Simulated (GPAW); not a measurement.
## Work function of 1T-SiSSe monolayer at several levels

Wanted: work functions and dipole of 1T-SiSSe monolayer, with the cost of each level. Where a layer proves gapped, the work function hangs on where the smearing puts the Fermi level, and the band edges take its place.

Program: GPAW 26.7.0. Level of theory: GPAW, PAW setups; layer in a repeated cell with vacuum, relaxation of atoms and in-plane cell, in the first sound run; inputs show where later runs differ. Results are calculated unless marked as measured.

Most raw output is cut from this account.

## (1) Starting point

The cell holds 3 atoms: 1 Se, 1 Si and 1 S. Its edges and angles: a = 3.405 Å, b = 3.405 Å, c = 17.924 Å, α = 90.0°, β = 90.0°, γ = 120.0°. Vacuum lies along c.

As a file:

```
Se Si S
1.0
     3.40500    0.00000    0.00000
    -1.70250    2.94882    0.00000
     0.00000    0.00000   17.92360
Se Si S
1 1 1
Direct
  0.66667 0.33333 0.44634
  0.00000 0.00000 0.50376
  0.33333 0.66667 0.55366
```

## (2) Relaxation

Forces are removed first; all later runs use this geometry.

Contents of run.py:

```python
import json
import numpy as np
from ase import Atoms
from ase.filters import FrechetCellFilter
from ase.optimize import BFGS
from gpaw import GPAW, PW

slab = Atoms(
    ['Se', 'Si', 'S'],
    positions=[
        [1.70250, 0.98294, 8.00000],
        [0.00000, 0.00000, 9.02922],
        [-0.00000, 1.96588, 9.92364]],
    cell=[[3.405, 0.0, 0.0], [-1.7025, 2.94882, 0.0], [0.0, 0.0, 17.9236]],
    pbc=[True, True, True])

slab.calc = GPAW(mode=PW(600), xc='PBE', kpts={'size': (9, 9, 1), 'gamma': True},
                 occupations={'name': 'fermi-dirac', 'width': 0.05}, nbands='200%',
                 convergence={'density': 1e-05}, maxiter=200,
                 symmetry={'tolerance': 1e-3}, txt='slab.txt')
result = {}
# The in-plane cell is free; stress needs a cell that repeats along all three vectors
path = []
opt = BFGS(FrechetCellFilter(slab, mask=[1, 1, 0, 0, 0, 1]), maxstep=0.2)
opt.attach(lambda: path.append((slab.get_potential_energy(), slab.positions.tolist(), slab.get_forces().tolist())))
result['relaxed'] = bool(opt.run(fmax=0.02, steps=45))
result['path'] = path
result['cell'] = slab.cell.tolist()
print('in-plane lattice', slab.cell.cellpar().round(4)[[0, 1, 5]])
energy = slab.get_potential_energy()
fermi = slab.calc.get_fermi_level()
v = slab.calc.get_electrostatic_potential().mean((0, 1)) - fermi
n = slab.calc.get_pseudo_density().mean((0, 1))
L = slab.cell[2, 2]
z = np.arange(len(v)) * L / len(v)
low, high = slab.positions[:, 2].min(), slab.positions[:, 2].max()
below, above = np.interp([low - 5.8, high + 5.8], z, v)
slopes = [np.interp(x, z, np.gradient(v, z)) for x in (low - 5.8, high + 5.8)]
eps = np.array([[slab.calc.get_eigenvalues(k, s) for k in range(len(slab.calc.get_ibz_k_points()))]
                for s in range(slab.calc.get_number_of_spins())]) - fermi
top, bottom = eps[eps < 0].max(), eps[eps > 0].min()
dipole = slab.get_dipole_moment()[2]
print(f'energy {energy:.4f} eV, Fermi level {fermi:.4f} eV, dipole {dipole:.5f} e A')
print(f'potential 5.8 A off the faces, from the Fermi level: lower {below:.4f} eV, upper {above:.4f} eV')
print(f'slope of the potential there: lower {slopes[0]:.5f}, upper {slopes[1]:.5f} eV/A')
print(f'nearest levels on the mesh: {top:.4f} and {bottom:.4f} eV')
print('magnetic moment', round(slab.get_magnetic_moment(), 3))
result.update(energy=energy, fermi=fermi, dipole=dipole, below=below, above=above, slopes=slopes, edges=[top, bottom],
              z=z.tolist(), v=v.tolist(), n=n.tolist(), positions=slab.positions.tolist(),
              forces=slab.get_forces(apply_constraint=False).tolist(), moments=slab.get_magnetic_moments().tolist())
json.dump(result, open('result.json', 'w'))
```

Started as:

```console
> OMP_NUM_THREADS=1 OPENBLAS_NUM_THREADS=1 python run.py
```

Elapsed: 3.5 min, on 1 thread of Arm Neoverse V2, shared host; peak memory 0.29 GiB.

This step gave:

| Quantity | Value |
| --- | --- |
| dipole along the normal | -0.02566 e·Å |
| levels nearest the Fermi level on the mesh | -0.3859, 0.3779 eV from the Fermi level |

Table of electrostatic potential energy of an electron (without an applied field's), less the Fermi level, planar mean by z:

```tsv
z (Å)	electrostatic potential energy of an electron (without an applied field's), less the Fermi level, planar mean (eV)
0	5.46
1	5.43
2	5.41
3	5.38
4	5.35
5	5.31
6	4.84
7	-3.45
8	-9.85
9	-12.7
10	-10.5
11	-0.0745
12	5.35
13	5.57
14	5.56
15	5.53
16	5.51
17	5.48
```

The pseudo valence density, planar mean oscillates, so the rows of the table below give means over windows of 1 Å about each position, cut where the curve ends. Its maxima inside the range that stand out by 2 % of the span (Å: e/Å³): 7.2: 0.362, 8.0: 0.455, 9.9: 0.460, 10.6: 0.367. Its minima: 7.5: 0.214, 9.0: 0.218, 10.4: 0.348.

Pseudo valence density, planar mean against z; means over each step:

```tsv
z (Å)	pseudo valence density, planar mean (e/Å³)
3	4.4e-6
4	8.5e-5
5	0.00168
6	0.0332
7	0.255
8	0.364
9	0.271
10	0.407
11	0.236
12	0.0214
13	9.4e-4
14	4.3e-5
```

The relaxation lowered the energy of the cell by 2.58 eV (energies extrapolated to zero smearing; the optimiser's log prints free energies). The largest force left on a free atom is 0.0088 eV/Å.

## (3) Plane waves, PBE

The work function is the vacuum plateau of the electrostatic potential less the Fermi level; a dipole layer lets the two faces have plateaus of their own.

This step: GPAW, PAW setups; slab in vacuum (GPAW 26.7.0).

The cell differs from the one that the last finished run ended in (c 17.924 → 18.762 Å).

run.py: that of step 2 with these lines changed.

```diff
@@ -3,4 +3,2 @@
 from ase import Atoms
-from ase.filters import FrechetCellFilter
-from ase.optimize import BFGS
 from gpaw import GPAW, PW
@@ -10,21 +8,14 @@
     positions=[
-        [1.70250, 0.98294, 8.00000],
-        [0.00000, 0.00000, 9.02922],
-        [-0.00000, 1.96588, 9.92364]],
-    cell=[[3.405, 0.0, 0.0], [-1.7025, 2.94882, 0.0], [0.0, 0.0, 17.9236]],
-    pbc=[True, True, True])
+        [1.70481, 0.98427, 8.00000],
+        [-0.00000, 0.00000, 9.45658],
+        [-0.00000, 1.96854, 10.76174]],
+    cell=[[3.40961, -0.0, 0.0], [-1.70481, 2.95282, 0.0], [0.0, 0.0, 18.7617]],
+    pbc=[True, True, False])
 
-slab.calc = GPAW(mode=PW(600), xc='PBE', kpts={'size': (9, 9, 1), 'gamma': True},
+slab.calc = GPAW(mode=PW(400), xc='PBE', kpts={'size': (9, 9, 1), 'gamma': True},
                  occupations={'name': 'fermi-dirac', 'width': 0.05}, nbands='200%',
                  convergence={'density': 1e-05}, maxiter=200,
+                 poissonsolver={'dipolelayer': 'xy'},
                  symmetry={'tolerance': 1e-3}, txt='slab.txt')
 result = {}
-# The in-plane cell is free; stress needs a cell that repeats along all three vectors
-path = []
-opt = BFGS(FrechetCellFilter(slab, mask=[1, 1, 0, 0, 0, 1]), maxstep=0.2)
-opt.attach(lambda: path.append((slab.get_potential_energy(), slab.positions.tolist(), slab.get_forces().tolist())))
-result['relaxed'] = bool(opt.run(fmax=0.02, steps=45))
-result['path'] = path
-result['cell'] = slab.cell.tolist()
-print('in-plane lattice', slab.cell.cellpar().round(4)[[0, 1, 5]])
 energy = slab.get_potential_energy()
```

Wall time 10 s (1 thread); peak memory 0.17 GiB.

This step gave:

```
dipole along the normal                    : -0.01873 e·Å
levels nearest the Fermi level on the mesh : -0.3870, 0.3790 eV from the Fermi level
upper work function                        : 5.631 eV
lower work function                        : 5.293 eV
upper ionisation energy                    : 6.018 eV
```

Electrostatic potential energy of an electron (without an applied field's), less the Fermi level, planar mean against z:

z (Å), electrostatic potential energy of an electron (without an applied field's), less the Fermi level, planar mean (eV) and a bar from the least value:
```
      0.0        5.5 ##############################
      0.5        5.3 ##############################
      1.0        5.3 ##############################
      1.5        5.3 ##############################
      2.0        5.3 ##############################
      2.5        5.3 ##############################
      3.0        5.3 ##############################
      3.5        5.3 ##############################
      4.0        5.3 ##############################
      4.5        5.3 ##############################
      5.0        5.3 ##############################
      5.5        5.3 ##############################
      6.0        5.2 #############################
      6.5        4.7 #############################
      7.0        2.7 ##########################
      7.5       -5.5 ################
      8.0      -18.9 
      8.5       -8.2 #############
      9.0       -7.4 ##############
      9.5      -12.7 ########
     10.0       -7.1 ##############
     10.5      -12.4 ########
     11.0      -11.3 #########
     11.5        1.1 ########################
     12.0        4.7 #############################
     12.5        5.4 ##############################
     13.0        5.6 ##############################
     13.5        5.6 ##############################
     14.0        5.6 ##############################
     14.5        5.6 ##############################
     15.0        5.6 ##############################
     15.5        5.6 ##############################
     16.0        5.6 ##############################
     16.5        5.6 ##############################
     17.0        5.6 ##############################
     17.5        5.6 ##############################
     18.0        5.6 ##############################
     18.5        5.6 ##############################
```

Pseudo valence density, planar mean against z:

z (Å), pseudo valence density, planar mean (e/Å³) and a bar from the least value:
```
     0.00      0.000 
     0.42      0.000 
     1.04      0.000 
     1.46      0.000 
     2.08      0.000 
     2.50      0.000 
     2.92      0.000 
     3.54      0.000 
     3.96      0.000 
     4.59      0.000 
     5.00      0.000 
     5.42      0.001 
     6.05      0.007 #
     6.46      0.026 ##
     7.09      0.154 ##########
     7.50      0.344 #######################
     7.92      0.218 ###############
     8.55      0.445 ##############################
     8.96      0.326 ######################
     9.59      0.236 ################
    10.01      0.379 ##########################
    10.63      0.400 ###########################
    11.05      0.369 #########################
    11.47      0.224 ###############
    12.09      0.039 ###
    12.51      0.011 #
    13.13      0.001 
    13.55      0.000 
    13.97      0.000 
    14.59      0.000 
    15.01      0.000 
    15.63      0.000 
    16.05      0.000 
    16.47      0.000 
    17.09      0.000 
    17.51      0.000 
    18.14      0.000 
    18.55      0.000
```

The layer is gapped, so the Fermi level lies somewhere inside the gap, set by smearing and numerics, and these work functions are no property of the material; the band edges below the vacuum level are. The potential is flat to 3.3e-5 eV/Å where it is read, so the vacuum is wide enough.

## (4) OptPBE vdW: xc = "optPBE-vdW"

The same geometry under optPBE-vdW, to see how far the functional moves the levels against the vacuum (the van der Waals functionals take revPBE setups).

run.py: that of step 3 with these lines changed.

```diff
@@ -14,3 +14,3 @@
 
-slab.calc = GPAW(mode=PW(400), xc='PBE', kpts={'size': (9, 9, 1), 'gamma': True},
+slab.calc = GPAW(mode=PW(400), xc='optPBE-vdW', kpts={'size': (9, 9, 1), 'gamma': True},
                  occupations={'name': 'fermi-dirac', 'width': 0.05}, nbands='200%',
```

Run time: 17 s. Hardware: 1 thread; peak memory 0.29 GiB.

Numbers from this step:

```
dipole along the normal                    : -0.01944 e·Å
levels nearest the Fermi level on the mesh : -0.4221, 0.4136 eV from the Fermi level
upper work function                        : 5.836 eV
lower work function                        : 5.486 eV
upper ionisation energy                    : 6.258 eV
```

Table of electrostatic potential energy of an electron (without an applied field's), less the Fermi level, planar mean by z:

```tsv
z (Å)	electrostatic potential energy of an electron (without an applied field's), less the Fermi level, planar mean (eV)
0.0	5.66
0.5	5.49
1.0	5.49
1.5	5.49
2.0	5.49
2.5	5.49
3.0	5.49
3.5	5.49
4.0	5.49
4.5	5.48
5.0	5.48
5.5	5.45
6.0	5.33
6.5	4.84
7.0	2.75
7.5	-5.44
8.0	-18.9
8.5	-8.17
9.0	-7.40
9.5	-12.8
10.0	-7.07
10.5	-12.4
11.0	-11.3
11.5	1.16
12.0	4.80
12.5	5.60
13.0	5.78
13.5	5.82
14.0	5.83
14.5	5.84
15.0	5.84
15.5	5.84
16.0	5.84
16.5	5.84
17.0	5.84
17.5	5.84
18.0	5.84
18.5	5.78
```

The pseudo valence density, planar mean oscillates, so the rows of the table below give means over windows of 1 Å about each position, cut where the curve ends. Its maxima inside the range that stand out by 2 % of the span (Å: e/Å³): 7.5: 0.343, 8.5: 0.446, 10.4: 0.463, 11.0: 0.368. Its minima: 7.9: 0.217, 9.4: 0.218, 10.8: 0.347.

Pseudo valence density, planar mean against z; means over each step:

```tsv
z (Å)	pseudo valence density, planar mean (e/Å³)
4	3.5e-5
5	5.9e-4
6	0.0102
7	0.148
8	0.327
9	0.321
10	0.360
11	0.344
12	0.0743
13	0.00371
14	2.0e-4
15	1.1e-5
```

Force by atom:

```tsv
atom	x (eV/Å)	y (eV/Å)	z (eV/Å)	size
Se1	0.000	0.000	-0.214	0.214
Si2	0.000	0.000	0.038	0.038
S3	0.000	0.000	0.176	0.176
```

The highest filled level lies 0.422 eV under the Fermi level, so the ionisation energy from the upper face is 5.836 + 0.422 = 6.258 eV, against 6.018 eV in the base run.

## (5) Self-consistent run: xc = "RPBE"

The same geometry under RPBE, to see how far the functional moves the levels against the vacuum.

run.py: that of step 4 with these lines changed.

```diff
@@ -14,3 +14,3 @@
 
-slab.calc = GPAW(mode=PW(400), xc='optPBE-vdW', kpts={'size': (9, 9, 1), 'gamma': True},
+slab.calc = GPAW(mode=PW(400), xc='RPBE', kpts={'size': (9, 9, 1), 'gamma': True},
                  occupations={'name': 'fermi-dirac', 'width': 0.05}, nbands='200%',
```

It took 10 s on 1 thread; peak memory 0.17 GiB.

Numbers from this step:

```
dipole along the normal                    : -0.01939 e·Å
levels nearest the Fermi level on the mesh : -0.4230, 0.4148 eV from the Fermi level
upper work function                        : 5.517 eV
lower work function                        : 5.167 eV
upper ionisation energy                    : 5.940 eV
```

The highest filled level lies 0.423 eV under the Fermi level, so the ionisation energy from the upper face is 5.517 + 0.423 = 5.940 eV, against 6.018 eV in the base run.

## (6) Self-consistent run: xc = "LDA"

The same geometry under LDA, to see how far the functional moves the levels against the vacuum.

run.py: that of step 5 with these lines changed.

```diff
@@ -14,3 +14,3 @@
 
-slab.calc = GPAW(mode=PW(400), xc='RPBE', kpts={'size': (9, 9, 1), 'gamma': True},
+slab.calc = GPAW(mode=PW(400), xc='LDA', kpts={'size': (9, 9, 1), 'gamma': True},
                  occupations={'name': 'fermi-dirac', 'width': 0.05}, nbands='200%',
```

Elapsed: 9.8 s, on 1 thread; peak memory 0.17 GiB.

Numbers from this step:

```
dipole along the normal                    : -0.01655 e·Å
levels nearest the Fermi level on the mesh : -0.3339, 0.3266 eV from the Fermi level
upper work function                        : 5.894 eV
lower work function                        : 5.595 eV
upper ionisation energy                    : 6.228 eV
```

The electrostatic potential energy of an electron (without an applied field's), less the Fermi level, planar mean by z:

z (Å), electrostatic potential energy of an electron (without an applied field's), less the Fermi level, planar mean (eV) and a bar from the least value:
```
      0.0        5.7 ##############################
      0.5        5.6 ##############################
      1.0        5.6 ##############################
      1.5        5.6 ##############################
      2.0        5.6 ##############################
      2.5        5.6 ##############################
      3.0        5.6 ##############################
      3.5        5.6 ##############################
      4.0        5.6 ##############################
      4.5        5.6 ##############################
      5.0        5.6 ##############################
      5.5        5.6 ##############################
      6.0        5.5 #############################
      6.5        5.0 #############################
      7.0        3.0 ##########################
      7.5       -5.2 ################
      8.0      -18.6 
      8.5       -7.9 #############
      9.0       -7.1 ##############
      9.5      -12.4 ########
     10.0       -6.8 ##############
     10.5      -12.1 ########
     11.0      -11.1 #########
     11.5        1.3 ########################
     12.0        4.9 #############################
     12.5        5.7 ##############################
     13.0        5.9 ##############################
     13.5        5.9 ##############################
     14.0        5.9 ##############################
     14.5        5.9 ##############################
     15.0        5.9 ##############################
     15.5        5.9 ##############################
     16.0        5.9 ##############################
     16.5        5.9 ##############################
     17.0        5.9 ##############################
     17.5        5.9 ##############################
     18.0        5.9 ##############################
     18.5        5.8 ##############################
```

The highest filled level lies 0.334 eV under the Fermi level, so the ionisation energy from the upper face is 5.894 + 0.334 = 6.228 eV, against 6.018 eV in the base run.

## (7) Self-consistent run: xc = "revPBE"

The same geometry under revPBE, to see how far the functional moves the levels against the vacuum.

run.py: that of step 6 with these lines changed.

```diff
@@ -14,3 +14,3 @@
 
-slab.calc = GPAW(mode=PW(400), xc='LDA', kpts={'size': (9, 9, 1), 'gamma': True},
+slab.calc = GPAW(mode=PW(400), xc='revPBE', kpts={'size': (9, 9, 1), 'gamma': True},
                  occupations={'name': 'fermi-dirac', 'width': 0.05}, nbands='200%',
```

Elapsed: 10 s, on 1 thread; peak memory 0.17 GiB.

Numbers from this step:

- dipole along the normal: -0.01910 e·Å
- levels nearest the Fermi level on the mesh: -0.4148, 0.4066 eV from the Fermi level
- upper work function: 5.519 eV
- lower work function: 5.174 eV
- upper ionisation energy: 5.934 eV

The highest filled level lies 0.415 eV under the Fermi level, so the ionisation energy from the upper face is 5.519 + 0.415 = 5.934 eV, against 6.018 eV in the base run.

## (8) Self-consistent run: xc = "vdW-DF2"

The same geometry under vdW-DF2, to see how far the functional moves the levels against the vacuum (the van der Waals functionals take revPBE setups).

run.py: that of step 7 with these lines changed.

```diff
@@ -14,3 +14,3 @@
 
-slab.calc = GPAW(mode=PW(400), xc='revPBE', kpts={'size': (9, 9, 1), 'gamma': True},
+slab.calc = GPAW(mode=PW(400), xc='vdW-DF2', kpts={'size': (9, 9, 1), 'gamma': True},
                  occupations={'name': 'fermi-dirac', 'width': 0.05}, nbands='200%',
```

Run time: 17 s. Hardware: 1 thread; peak memory 0.29 GiB.

This step gave:

- dipole along the normal: -0.02129 e·Å
- levels nearest the Fermi level on the mesh: -0.4186, 0.4089 eV from the Fermi level
- upper work function: 6.001 eV
- lower work function: 5.617 eV
- upper ionisation energy: 6.420 eV

Table of electrostatic potential energy of an electron (without an applied field's), less the Fermi level, planar mean by z:

```tsv
z (Å)	electrostatic potential energy of an electron (without an applied field's), less the Fermi level, planar mean (eV)
0.0	5.81
0.5	5.62
1.0	5.62
1.5	5.62
2.0	5.62
2.5	5.62
3.0	5.62
3.5	5.62
4.0	5.62
4.5	5.61
5.0	5.61
5.5	5.58
6.0	5.45
6.5	4.93
7.0	2.77
7.5	-5.47
8.0	-18.9
8.5	-8.24
9.0	-7.48
9.5	-12.9
10.0	-7.09
10.5	-12.3
11.0	-11.2
11.5	1.25
12.0	4.93
12.5	5.76
13.0	5.95
13.5	5.99
14.0	6.00
14.5	6.00
15.0	6.00
15.5	6.00
16.0	6.00
16.5	6.00
17.0	6.00
17.5	6.00
18.0	6.00
18.5	5.94
```

The highest filled level lies 0.419 eV under the Fermi level, so the ionisation energy from the upper face is 6.001 + 0.419 = 6.420 eV, against 6.018 eV in the base run.

(Part 1 of 2 ends here.)

[Logs are printed without paths, hosts, clocks, repeated set-up lines and the standing remarks that a program may print on its own settings, such as how far it seeks lower states.]

[Hosts, paths, dates, database ids (printed as entryN), source tags and the programs' standing remarks are cut or masked in the printed files.]
